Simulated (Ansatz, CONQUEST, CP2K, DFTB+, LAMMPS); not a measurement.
# DFTB+ runs on Zn2+ BF4- in ethyl methyl carbonate and dimethoxyethane at 330 K (89 atoms), part 2 of 2

How near does DFTB+ come to plane waves for Zn2+ BF4- in ethyl methyl carbonate and dimethoxyethane at 330 K (89 atoms)?

Program: DFTB+ 25.1; the method stands at each step. Banners, paths, timers and routine set-up lines are dropped from the logs unmarked, and long logs keep their key lines alone; longer cuts are marked.

So far. Step 2 (GFN1-xTB): Forces lie 39 % from the reference's, at 0.29 times its CPU time (on 1 against 4 cores).

**3. Dynamics at 330 K (GFN2-xTB)**

Method: GFN2-xTB tight binding, diagonalisation.

Contents of dftb_in.hsd:

```
Geometry = GenFormat {
  <<< geo.gen
}
Driver = VelocityVerlet {
  MovedAtoms = 1:-1
  Steps = 121
  TimeStep [fs] = 0.5
  Thermostat = NoseHoover {
    Temperature [K] = 330
    CouplingStrength [cm^-1] = 3000
  }
  MDRestartFrequency = 1
}
Hamiltonian = xTB {
  Method = "GFN2-xTB"
  SccTolerance = 1e-05
  MaxSccIterations = 300
  Mixer = Broyden { MixingParameter = 0.2 }
  Filling = Fermi { Temperature [K] = 580 }
  KPointsAndWeights = { 0.0 0.0 0.0 1.0 }
}
Analysis {
  PrintForces = Yes
  MullikenAnalysis = Yes
}
Options { RandomSeed = 694 }
ParserOptions { ParserVersion = 14 }
```

Contents of geo.gen:

```
89 F
C O H B F Zn
[... 93 atom lines left out: the same atoms as in the first run ...]
```

Launch:

```sh
> OMP_NUM_THREADS=2 dftb+ > output.txt
```

The log of the run:

```text
Reading input file 'dftb_in.hsd'
Parser version: 14
--------------------------------------------------------------------------------
Processed input in HSD format written to 'dftb_pin.hsd'
Starting initialization...
--------------------------------------------------------------------------------
WARNING!
-> Dipole printed for extended system : value printed is not well defined
Specified random seed:       694
Mode:                        MD with scaling of velocities according to
                             Nose-Hoover-Chain thermostat
Self consistent charges:     Yes
SCC-tolerance:                 0.100000E-04
Max. scc iterations:                    300
Shell resolved Hubbard:      Yes
Spin polarisation:           No
Nr. of up electrons:           131.000000
Nr. of down electrons:         131.000000
Periodic boundaries:         Yes
Electronic solver:           Relatively robust
Mixer:                       Broyden mixer
Mixing parameter:                  0.200000
Nr. of chrg. vec. in memory:            300
Max. SCC-cycles:                        300
[... lines left out ...]
 iSCC Total electronic   Diff electronic      SCC error
[... lines left out ...]
Total Energy:                     -156.3043030355 H        -4253.2565 eV
[... lines left out ...]
Total Mermin free energy:         -156.3043030355 H        -4253.2565 eV
[... lines left out ...]
Pressure:                           -0.215641E-04 au    -0.634437E+09 Pa
Gibbs free energy including KE:   -156.1679535929 H        -4249.5462 eV
[... lines left out ...]
 iSCC Total electronic   Diff electronic      SCC error
[... lines left out ...]
Total Energy:                     -156.3042214908 H        -4253.2543 eV
[... lines left out ...]
Total Mermin free energy:         -156.3042214908 H        -4253.2543 eV
Force related energy:             -156.3042214908 H        -4253.2543 eV
Volume:                              0.685501E+04 au^3   0.101581E+04 A^3
>> Charges saved for restart in charges.bin
 TempProfile:           4   1.0450490639313087E-003
MD Temperature:                      0.0010321917 H          325.9400 K
MD Kinetic Energy:                   0.1362493009 H            3.7075 eV
Total MD Energy:                  -156.1679721899 H        -4249.5467 eV
Pressure:                           -0.213613E-04 au    -0.628472E+09 Pa
Gibbs free energy including KE:   -156.1679721899 H        -4249.5467 eV
[...]
--------------------------------------------------------------------------------
***  Geometry step: 120
 iSCC Total electronic   Diff electronic      SCC error
[...]
Total Energy:                     -156.4074881944 H        -4256.0643 eV
Extrapolated to 0K:               -156.4074881944 H        -4256.0643 eV
Total Mermin free energy:         -156.4074881944 H        -4256.0643 eV
Force related energy:             -156.4074881944 H        -4256.0643 eV
Volume:                              0.685501E+04 au^3   0.101581E+04 A^3
>> Charges saved for restart in charges.bin
 TempProfile:         122   1.0450490639313087E-003
MD Temperature:                      0.0013306008 H          420.1700 K
MD Kinetic Energy:                   0.1756393089 H            4.7794 eV
Total MD Energy:                  -156.2318488855 H        -4251.2849 eV
Pressure:                            0.128189E-04 au     0.377144E+09 Pa
Gibbs free energy including KE:   -156.2318488855 H        -4251.2849 eV
--------------------------------------------------------------------------------
***  Geometry step: 121
 iSCC Total electronic   Diff electronic      SCC error
[...]
10   -0.15742755E+03    0.51187149E-06    0.11599986E-04
   11   -0.15742755E+03   -0.18627904E-06    0.44566716E-05
Total Energy:                     -156.4035979023 H        -4255.9584 eV
Extrapolated to 0K:               -156.4035979023 H        -4255.9584 eV
Total Mermin free energy:         -156.4035979023 H        -4255.9584 eV
Force related energy:             -156.4035979023 H        -4255.9584 eV
Volume:                              0.685501E+04 au^3   0.101581E+04 A^3
>> Charges saved for restart in charges.bin
 TempProfile:         123   1.0450490639313087E-003
MD Temperature:                      0.0012953031 H          409.0239 K
MD Kinetic Energy:                   0.1709800030 H            4.6526 eV
Total MD Energy:                  -156.2326178993 H        -4251.3058 eV
Pressure:                            0.938253E-05 au     0.276043E+09 Pa
Gibbs free energy including KE:   -156.2326178993 H        -4251.3058 eV
Molecular dynamics completed
MD information accumulated in md.out
```

Elapsed: 3.7 min, on 2 threads of Intel Xeon 6975P-C (Granite Rapids), shared host; peak memory 0.17 GiB.

Rows from the run:

```
time (fs)  T (K)  potential (meV/atom)
      0.0    330                   0.0
      4.0    350                  -2.5
      8.0    389                  -7.8
     12.0    462                 -18.1
     16.0    467                 -21.5
     20.0    406                 -17.4
     24.0    396                 -19.3
     28.0    375                 -19.0
     32.5    319                 -13.5
     36.5    287                 -10.3
     40.5    294                 -11.4
     44.5    360                 -20.0
     48.5    370                 -21.8
     52.5    339                 -18.4
     56.5    379                 -24.4
     60.5    409                 -29.9
```

Mean square displacement from the first frame to the last: C 0.088 Å², O 0.063 Å², H 0.22 Å², B 0.024 Å², F 0.080 Å², Zn 0.0058 Å².

Table of mean square displacement by time lag:

```
time lag (fs)   B (Å²)   C (Å²)   F (Å²)   H (Å²)   O (Å²)  Zn (Å²)
          0.5   3.1e-5   2.0e-5   2.6e-5   1.8e-4   1.8e-5   2.1e-6
          1.5   2.7e-4   1.8e-4   2.3e-4  0.00157   1.6e-4   1.9e-5
          3.0  0.00109   6.9e-4   9.3e-4  0.00585   6.4e-4   7.3e-5
          4.0  0.00193  0.00119  0.00165  0.00971  0.00111   1.3e-4
          5.5  0.00357  0.00214  0.00310   0.0161  0.00204   2.3e-4
          6.5  0.00489  0.00288  0.00431   0.0204  0.00277   3.1e-4
          8.0  0.00713  0.00411  0.00645   0.0266  0.00401   4.5e-4
          9.0  0.00875  0.00499  0.00809   0.0305  0.00491   5.5e-4
         10.5   0.0113  0.00638   0.0109   0.0362  0.00634   7.2e-4
         11.5   0.0130  0.00734   0.0129   0.0400  0.00733   8.4e-4
         13.0   0.0155  0.00880   0.0162   0.0456  0.00882  0.00102
         14.0   0.0170  0.00977   0.0185   0.0491  0.00982  0.00115
         15.5   0.0192   0.0112   0.0222   0.0533   0.0113  0.00134
         16.5   0.0205   0.0121   0.0247   0.0553   0.0122  0.00147
         18.0   0.0223   0.0134   0.0287   0.0569   0.0135  0.00165
         19.0   0.0233   0.0143   0.0314   0.0573   0.0144  0.00176
         20.5   0.0246   0.0157   0.0354   0.0576   0.0155  0.00191
         21.5   0.0254   0.0166   0.0382   0.0581   0.0163  0.00201
         23.0   0.0263   0.0180   0.0423   0.0601   0.0174  0.00216
         24.0   0.0269   0.0190   0.0450   0.0624   0.0182  0.00227
         25.5   0.0276   0.0206   0.0490   0.0673   0.0194  0.00243
         26.5   0.0280   0.0217   0.0517   0.0712   0.0203  0.00254
         28.0   0.0286   0.0234   0.0556   0.0777   0.0217  0.00271
         29.0   0.0289   0.0246   0.0582   0.0823   0.0227  0.00282
         30.5   0.0294   0.0264   0.0618   0.0893   0.0243  0.00297
```

The drift taken off is the plain mean over atoms, not the centre of mass, so with hydrogen in the cell the heavy atoms' values at short lags are too large.

**4. Local order late in the run (GFN2-xTB)**

The g(r) is a mean over frames of the second half; bonds, counts and rings are those of the last frame.

Density 1.17 g/cm³, 11.41 Å³ an atom.

Mean of 13 frames. g(r), total and by pair (bins of 0.2 Å):

```
r (Å)  total   H-H   H-C   H-O   H-F   H-B  H-Zn
 1.00   2.29  0.00  9.85  0.00  0.00  0.00  0.00
 1.20   1.87  0.00  7.00  0.00  0.00  0.00  0.00
 1.40   1.27  0.00  0.00  0.00  0.00  0.00  0.00
 1.60   0.36  0.30  0.00  0.00  0.00  0.00  0.00
 1.80   1.20  4.24  0.00  0.08  0.00  0.00  0.00
 2.00   1.01  0.28  0.43  5.39  0.00  0.00  0.00
 2.20   1.00  0.47  1.63  1.68  0.07  0.00  0.00
 2.40   0.88  1.17  0.27  0.42  0.53  0.00  0.00
 2.60   0.94  1.43  0.88  1.23  0.80  0.00  0.00
 2.80   0.74  0.80  1.02  0.81  0.85  0.00  0.00
 3.00   0.69  0.76  0.68  0.83  0.59  0.04  0.97
 3.20   1.00  1.11  1.37  0.53  0.92  0.42  2.02
 3.40   0.90  0.81  1.03  1.04  0.84  1.46  0.99
 3.60   0.85  0.84  1.09  0.63  0.86  1.17  1.03
 3.80   0.98  1.03  0.97  0.95  0.67  1.73  1.87
 4.00   1.03  1.19  0.83  1.02  0.77  1.75  1.62
 4.20   1.09  1.18  0.98  1.27  1.29  1.19  1.06
 4.40   1.03  1.03  0.98  1.12  1.06  0.86  0.57
 4.60   0.92  0.83  0.96  0.96  1.00  0.59  0.16
 4.80   1.04  0.91  1.19  1.15  1.25  0.58  0.17
```

**5. What came out**

```
force difference from the reference      : DFTB+ GFN1-xTB, 39 %
its CPU time                             : 4.4 s
mean temperature, second half (GFN2-xTB) : 342 K
```

Tight binding differs by 39 % (DFTB+ GFN1-xTB); it is another model, with fitted parameters of its own, and the xTB methods hold dispersion. One electronic-structure run takes under half the reference's CPU time: DFTB+ GFN1-xTB, at 39 % in 4.4 s against 15 s; its pressure misses by -3.8 GPa. The trajectory (GFN2-xTB): over the second half of 60 fs the temperature averages 342 K, rising from about 304 to 391 K (means over the first and last quarter of that half). From first frame to last H has the largest mean square displacement, 0.22 Å² at the end; the farthest move is 0.92 Å. The run spans 0.06 ps, too short for its means to be equilibrium values. Periodic xTB results under one method name differ between programs and library versions (DFTB+ here holds tblite 0.3). The network of contacts between molecules at the start is that of the classical potential that made the cell, and needn't be the one that DFT or experiment would give. The reference's PBE has no dispersion term, which matters for the binding between molecules or layers. The density was typed from a rule of thumb and may lie off the real one at this temperature. The electronic-structure runs sample only Γ, in a cell whose shortest periodic width is 10 Å.

[Also dropped from logs without a mark: logging warnings of Python, and SIESTA's first energy breakdown and zero terms.]

[Logs are printed without paths, hosts, clocks, repeated set-up lines and the standing remarks that a program may print on its own settings, such as how far it seeks lower states.]

[Hosts, paths, dates, database ids (printed as entryN), source tags and the programs' standing remarks are cut or masked in the printed files.]
